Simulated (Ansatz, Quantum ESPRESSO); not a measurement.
# BaLiF3 (Pm-3m): modes at Γ and the response to a field

Aim: the zone-centre modes of BaLiF3 (Pm-3m).

Program: Quantum ESPRESSO 7.5. Level of theory: DFT LDA, scalar-relativistic, plane waves, JTH PAW pseudopotentials. Results are calculated unless marked as measured.

## 1. The structure

It takes space group Pm-3m (No. 221, cubic). The conventional cell has a = 3.989 Å, b = 3.989 Å, c = 3.989 Å, α = 90.00°, β = 90.00°, γ = 90.00°. Ba has 12 F at 2.82 Å nearest. Nearest to Li lie 6 F at 1.99 Å. Nearest to F lie 2 Li at 1.99 Å and 4 Ba at 2.82 Å. Farther neighbours and most contacts between anions are not listed.

Coordinates:

```
Ba Li F
1.0
     3.98858    0.00000    0.00000
     0.00000    3.98858    0.00000
     0.00000    0.00000    3.98858
Ba Li F
1 1 3
Direct
  0.00000 0.00000 0.00000
  0.50000 0.50000 0.50000
  0.00000 0.50000 0.50000
  0.50000 0.50000 0.00000
  0.50000 0.00000 0.50000
```

## 2. A probe with smearing

Before anything dear is run, a loose run with smearing shows whether this is a metal and how far the cell is from rest.

File probe.in:

```
 &control
    calculation='scf',
    prefix='x',
    outdir='./tmp',
    pseudo_dir='./pseudo',
    tprnfor=.true.,
    tstress=.true.,
    verbosity='high',
 /
 &system
    ibrav=1,
    celldm(1)=7.53732693,
    nat=5,
    ntyp=3,
    ecutwfc=50.0,
    ecutrho=250.0,
    occupations='smearing',
    smearing='gaussian',
    degauss=0.01,
 /
 &electrons
    conv_thr=1.0d-07,
    mixing_beta=0.7,
    electron_maxstep=100,
 /
ATOMIC_SPECIES
 Ba    137.3270  Ba.upf
 Li      6.9400  Li.upf
 F      18.9984  F.upf
ATOMIC_POSITIONS crystal
 Ba     0.000000000   0.000000000   0.000000000
 Li     0.500000000   0.500000000   0.500000000
 F      0.000000000   0.500000000   0.500000000
 F      0.500000000   0.500000000   0.000000000
 F      0.500000000   0.000000000   0.500000000
K_POINTS automatic
 4 4 4 0 0 0
```

On the command line:

```console
$ OMP_NUM_THREADS=1 mpirun -n 4 pw.x -nk 4 -in probe.in > probe.out
```

Log:

```text
[banners, grids, parts of the stress and lines that vanish by symmetry left out]
Program PWSCF v.7.5
     file Ba.upf: wavefunction(s)  5S 6S 5P 0P 5D 0D renormalized
     file Li.upf: wavefunction(s)  1S 2S 0S 2P 0P renormalized
[...]
kinetic-energy cutoff     =      50.0000  Ry
     charge density cutoff     =     250.0000  Ry
     scf convergence threshold =      1.0E-07
[...]
Exchange-correlation= SLA PW NOGX NOGC
                           (   1   4   0   0   0   0   0)
[...]
48 Sym. Ops., with inversion, found
[...]
(     0          1          0      )
                  (     0          0          1      )
[...]
(  0.0000000  1.0000000  0.0000000 )
                  (  0.0000000  0.0000000  1.0000000 )
[...]
(     0         -1          0      )
[...]
( -1.0000000  0.0000000  0.0000000 )
                  (  0.0000000  1.0000000  0.0000000 )
[...]
number of k points=    10  Gaussian smearing, width (Ry)=  0.0100
[...]
End of self-consistent calculation
[...]
the Fermi energy is     7.7603 ev
!    total energy              =    -614.00716779 Ry
[...]
convergence has been achieved in   7 iterations
[...]
atom    1 type  1   force =     0.00000000    0.00000000    0.00000000
     atom    2 type  2   force =     0.00000000    0.00000000    0.00000000
     atom    3 type  3   force =     0.00000000    0.00000000    0.00000000
     atom    4 type  3   force =     0.00000000    0.00000000    0.00000000
     atom    5 type  3   force =     0.00000000    0.00000000    0.00000000
[...]
Total force =     0.000000     Total SCF correction =     0.000000
[...]
total   stress  (Ry/bohr**3)                   (kbar)     P=      -56.62
[...]
XML data file, charge density, pseudopotentials, collected wavefunctions

   JOB DONE.
```

The job ended after 3.9 s (4 MPI ranks of Arm Neoverse V2, shared host).

Numbers from this step:

```
volume per atom   : 12.69 Å³
pressure          : -5.662 GPa
gap on the k-mesh : 6.505 eV
```

A gap of 6.5 eV opens on this mesh, so the crystal is taken as an insulator; the start stands at -5.7 GPa.

## 3. Relaxation

Frequencies change by per cents with a per cent of volume, so the structure is first brought to rest at this level of theory.

File relax.in:

```
 &control
    calculation='vc-relax',
    prefix='x',
    outdir='./tmp',
    pseudo_dir='./pseudo',
    tprnfor=.true.,
    tstress=.true.,
    forc_conv_thr=2.0d-05,
    etot_conv_thr=1.0d-07,
    nstep=40,
 /
 &system
    ibrav=1,
    celldm(1)=7.53732693,
    nat=5,
    ntyp=3,
    ecutwfc=50.0,
    ecutrho=250.0,
    occupations='fixed',
    nbnd=19,
 /
 &electrons
    conv_thr=1.0d-11,
    mixing_beta=0.7,
    electron_maxstep=100,
 /
 &ions
 /
 &cell
    press_conv_thr=0.1,
 /
ATOMIC_SPECIES
 Ba    137.3270  Ba.upf
 Li      6.9400  Li.upf
 F      18.9984  F.upf
ATOMIC_POSITIONS crystal
 Ba     0.000000000   0.000000000   0.000000000
 Li     0.500000000   0.500000000   0.500000000
 F      0.000000000   0.500000000   0.500000000
 F      0.500000000   0.500000000   0.000000000
 F      0.500000000   0.000000000   0.500000000
K_POINTS automatic
 6 6 6 0 0 0
```

On the command line:

```console
$ OMP_NUM_THREADS=1 mpirun -n 4 pw.x -nk 4 -in relax.in > relax.out
```

Log:

```text
[banners, grids, parts of the stress and lines that vanish by symmetry left out]
[banner, memory and clock lines left out]
Program PWSCF v.7.5

[...]
kinetic-energy cutoff     =      50.0000  Ry
     charge density cutoff     =     250.0000  Ry
     scf convergence threshold =      1.0E-11
[...]
energy convergence thresh.=      1.0E-07
     force convergence thresh. =      2.0E-05
     press convergence thresh. =      1.0E-01
     Exchange-correlation= SLA PW NOGX NOGC
                           (   1   4   0   0   0   0   0)
[...]
48 Sym. Ops., with inversion, found
[...]
number of k points=    20
[...]
End of self-consistent calculation
[...]
highest occupied, lowest unoccupied level (ev):     4.6011   11.1070
!    total energy              =    -614.00720893 Ry
[...]
convergence has been achieved in  13 iterations
[...]
atom    1 type  1   force =     0.00000000    0.00000000    0.00000000
     atom    2 type  2   force =     0.00000000    0.00000000    0.00000000
     atom    3 type  3   force =     0.00000000    0.00000000    0.00000000
     atom    4 type  3   force =     0.00000000    0.00000000    0.00000000
     atom    5 type  3   force =     0.00000000    0.00000000    0.00000000
     Total force =     0.000000     Total SCF correction =     0.000000
[...]
total   stress  (Ry/bohr**3)                   (kbar)     P=      -55.69
[...]
number of bfgs steps    =   0
[...]
CELL_PARAMETERS (alat=  7.53732693)
[...]
ATOMIC_POSITIONS (crystal)
Ba               0.0000000000        0.0000000000        0.0000000000
Li               0.5000000000        0.5000000000        0.5000000000
F                0.0000000000        0.5000000000        0.5000000000
F                0.5000000000        0.5000000000        0.0000000000
[...]
New effective cutoffs (rho, wfc):  253.55   50.95
[...]
End of self-consistent calculation
[...]
highest occupied, lowest unoccupied level (ev):     4.9302   11.4752
!    total energy              =    -614.01097943 Ry
[...]
convergence has been achieved in  13 iterations
[...]
atom    1 type  1   force =     0.00000000    0.00000000    0.00000000
     atom    2 type  2   force =     0.00000000    0.00000000    0.00000000
     atom    3 type  3   force =     0.00000000    0.00000000    0.00000000
     atom    4 type  3   force =     0.00000000    0.00000000    0.00000000
     atom    5 type  3   force =     0.00000000    0.00000000    0.00000000
     Total force =     0.000000     Total SCF correction =     0.000000
[...]
total   stress  (Ry/bohr**3)                   (kbar)     P=      -35.81
[...]
number of bfgs steps    =   1
[...]
CELL_PARAMETERS (alat=  7.53732693)
[...]
ATOMIC_POSITIONS (crystal)
[...]
New effective cutoffs (rho, wfc):  260.98   52.45
[...]
End of self-consistent calculation
[...]
highest occupied, lowest unoccupied level (ev):     5.4550   12.0523
!    total energy              =    -614.01318203 Ry
[...]
convergence has been achieved in  14 iterations
[...]
atom    1 type  1   force =     0.00000000    0.00000000    0.00000000
     atom    2 type  2   force =     0.00000000    0.00000000    0.00000000
     atom    3 type  3   force =     0.00000000    0.00000000    0.00000000
     atom    4 type  3   force =     0.00000000    0.00000000    0.00000000
[...]
Total force =     0.000000     Total SCF correction =     0.000000
[...]
total   stress  (Ry/bohr**3)                   (kbar)     P=        0.68
[...]
number of bfgs steps    =   2
[...]
CELL_PARAMETERS (alat=  7.53732693)
[...]
ATOMIC_POSITIONS (crystal)
[...]
New effective cutoffs (rho, wfc):  260.84   52.42
[...]
End of self-consistent calculation
[...]
highest occupied, lowest unoccupied level (ev):     5.4451   12.0416
!    total energy              =    -614.01318269 Ry
[...]
convergence has been achieved in  12 iterations
[...]
Total force =     0.000000     Total SCF correction =     0.000000
[...]
total   stress  (Ry/bohr**3)                   (kbar)     P=       -0.06
[...]
number of bfgs steps    =   3
[...]
small trust_radius: resetting bfgs history
[...]
CELL_PARAMETERS (alat=  7.53732693)
[...]
ATOMIC_POSITIONS (crystal)
[...]
New effective cutoffs (rho, wfc):  260.85   52.42
[...]
End of self-consistent calculation
[...]
highest occupied, lowest unoccupied level (ev):     5.4455   12.0420
!    total energy              =    -614.01318270 Ry
[...]
convergence has been achieved in   7 iterations
[...]
atom    3 type  3   force =     0.00000000    0.00000000    0.00000000
     atom    4 type  3   force =     0.00000000    0.00000000    0.00000000
     atom    5 type  3   force =     0.00000000    0.00000000    0.00000000
     Total force =     0.000000     Total SCF correction =     0.000000
[...]
total   stress  (Ry/bohr**3)                   (kbar)     P=       -0.03
[...]
bfgs converged in   5 scf cycles and   4 bfgs steps
[...]
End of BFGS Geometry Optimization
     Final enthalpy           =    -614.0131826954 Ry
     File ./tmp/x.bfgs deleted, as requested
[...]
CELL_PARAMETERS (alat=  7.53732693)
[...]
ATOMIC_POSITIONS (crystal)
[...]
F                0.5000000000        0.5000000000        0.0000000000
F                0.5000000000        0.0000000000        0.5000000000
[...]
Final scf calculation at the relaxed structure.
[...]
kinetic-energy cutoff     =      50.0000  Ry
     charge density cutoff     =     250.0000  Ry
     scf convergence threshold =      1.0E-13
[...]
press convergence thresh. =      1.0E-01
     Exchange-correlation= SLA PW NOGX NOGC
                           (   1   4   0   0   0   0   0)
[...]
48 Sym. Ops., with inversion, found
[...]
number of k points=    20
[...]
End of self-consistent calculation
[...]
highest occupied, lowest unoccupied level (ev):     5.4450   12.0422
!    total energy              =    -614.01176533 Ry
[...]
convergence has been achieved in  13 iterations
[...]
atom    1 type  1   force =     0.00000000    0.00000000    0.00000000
     atom    2 type  2   force =     0.00000000    0.00000000    0.00000000
     atom    3 type  3   force =     0.00000000    0.00000000    0.00000000
     atom    4 type  3   force =     0.00000000    0.00000000    0.00000000
     atom    5 type  3   force =     0.00000000    0.00000000    0.00000000
     Total force =     0.000000     Total SCF correction =     0.000000
[...]
total   stress  (Ry/bohr**3)                   (kbar)     P=        1.53
[...]
XML data file, charge density, pseudopotentials, collected wavefunctions
```

Wall time 36 s (4 MPI ranks); 2.4 min of CPU time.

The steps of the relaxation:

```tsv
step	energy less that of the first step (eV)	largest force (eV/Å)	pressure (GPa)	volume (Å³)
1	0.0000	0.0000	-5.57	63.45
2	-0.0513	0.0000	-3.58	61.67
3	-0.0813	0.0000	0.07	59.06
4	-0.0813	0.0000	-0.01	59.10
5	-0.0813	0.0000	0.00	59.10
6	-0.0620	0.0000	0.15	59.10
```

```tsv
conventional cell, symmetrised	before	after	change
a (Å)	3.989	3.895	-2.3 %
b (Å)	3.989	3.895	-2.3 %
c (Å)	3.989	3.895	-2.3 %
volume (Å³/atom)	12.69	11.82	-6.9 %
```

Final coordinates:

```xyz
5
Lattice="3.8952 0.0000 0.0000 0.0000 3.8952 0.0000 0.0000 0.0000 3.8952" Properties=species:S:1:pos:R:3 pbc="T T T"
Ba    0.0000    0.0000    0.0000
Li    1.9476    1.9476    1.9476
F     0.0000    1.9476    1.9476
F     1.9476    1.9476    0.0000
F     1.9476    0.0000    1.9476
```

The last row of the table of steps is pw.x's closing run on a basis chosen anew for the final cell, so its energy can jump.

Read from the output:

| Property | Result |
| --- | --- |
| volume per atom | 11.82 Å³ |
| pressure | 0.153 GPa |
| gap on the k-mesh | 6.597 eV |

The volume changes by -6.9 % from the cell with which this run began.

## 4. Ground state

The response is built on this ground state, so it is converged far tighter than an energy would need. With a gap, occupations are fixed, which also allows the response to an electric field.

File scf.in:

```
 &control
    calculation='scf',
    prefix='x',
    outdir='./tmp',
    pseudo_dir='./pseudo',
    tprnfor=.true.,
    tstress=.true.,
 /
 &system
    ibrav=1,
    celldm(1)=7.36084638,
    nat=5,
    ntyp=3,
    ecutwfc=50.0,
    ecutrho=250.0,
    occupations='fixed',
    nbnd=19,
 /
 &electrons
    conv_thr=1.0d-12,
    mixing_beta=0.7,
    electron_maxstep=100,
 /
ATOMIC_SPECIES
 Ba    137.3270  Ba.upf
 Li      6.9400  Li.upf
 F      18.9984  F.upf
ATOMIC_POSITIONS crystal
 Ba     0.000000000   0.000000000   0.000000000
 Li     0.500000000   0.500000000   0.500000000
 F      0.000000000   0.500000000   0.500000000
 F      0.500000000   0.500000000   0.000000000
 F      0.500000000   0.000000000   0.500000000
K_POINTS automatic
 6 6 6 0 0 0
```

On the command line:

```console
$ OMP_NUM_THREADS=1 mpirun -n 4 pw.x -nk 4 -in scf.in > scf.out
```

Log:

```text
[banners, grids, parts of the stress and lines that vanish by symmetry left out]
[banner, memory and clock lines left out]
Program PWSCF v.7.5

[...]
kinetic-energy cutoff     =      50.0000  Ry
     charge density cutoff     =     250.0000  Ry
     scf convergence threshold =      1.0E-12
[...]
Exchange-correlation= SLA PW NOGX NOGC
                           (   1   4   0   0   0   0   0)
[...]
48 Sym. Ops., with inversion, found
[...]
number of k points=    20
[...]
End of self-consistent calculation
[...]
highest occupied, lowest unoccupied level (ev):     5.4450   12.0422
!    total energy              =    -614.01176533 Ry
[...]
convergence has been achieved in  15 iterations
[...]
atom    1 type  1   force =     0.00000000    0.00000000    0.00000000
     atom    2 type  2   force =     0.00000000    0.00000000    0.00000000
     atom    3 type  3   force =     0.00000000    0.00000000    0.00000000
     atom    4 type  3   force =     0.00000000    0.00000000    0.00000000
     atom    5 type  3   force =     0.00000000    0.00000000    0.00000000
     Total force =     0.000000     Total SCF correction =     0.000000
[...]
total   stress  (Ry/bohr**3)                   (kbar)     P=        1.53
[...]
XML data file, charge density, pseudopotentials, collected wavefunctions
```

The job ended after 8 s (4 MPI ranks; 32 s of CPU time).

The cell stands at 0.15 GPa, close enough for phonons.

(Part 1 of 3 ends here.)

[Host names and launcher messages were left out of these logs when they were recorded.]

[Logs are printed without paths, hosts, clocks, repeated set-up lines and the standing remarks that a program may print on its own settings, such as how far it seeks lower states.]

[Hosts, paths, dates, database ids (printed as entryN), source tags and the programs' standing remarks are cut or masked in the printed files.]
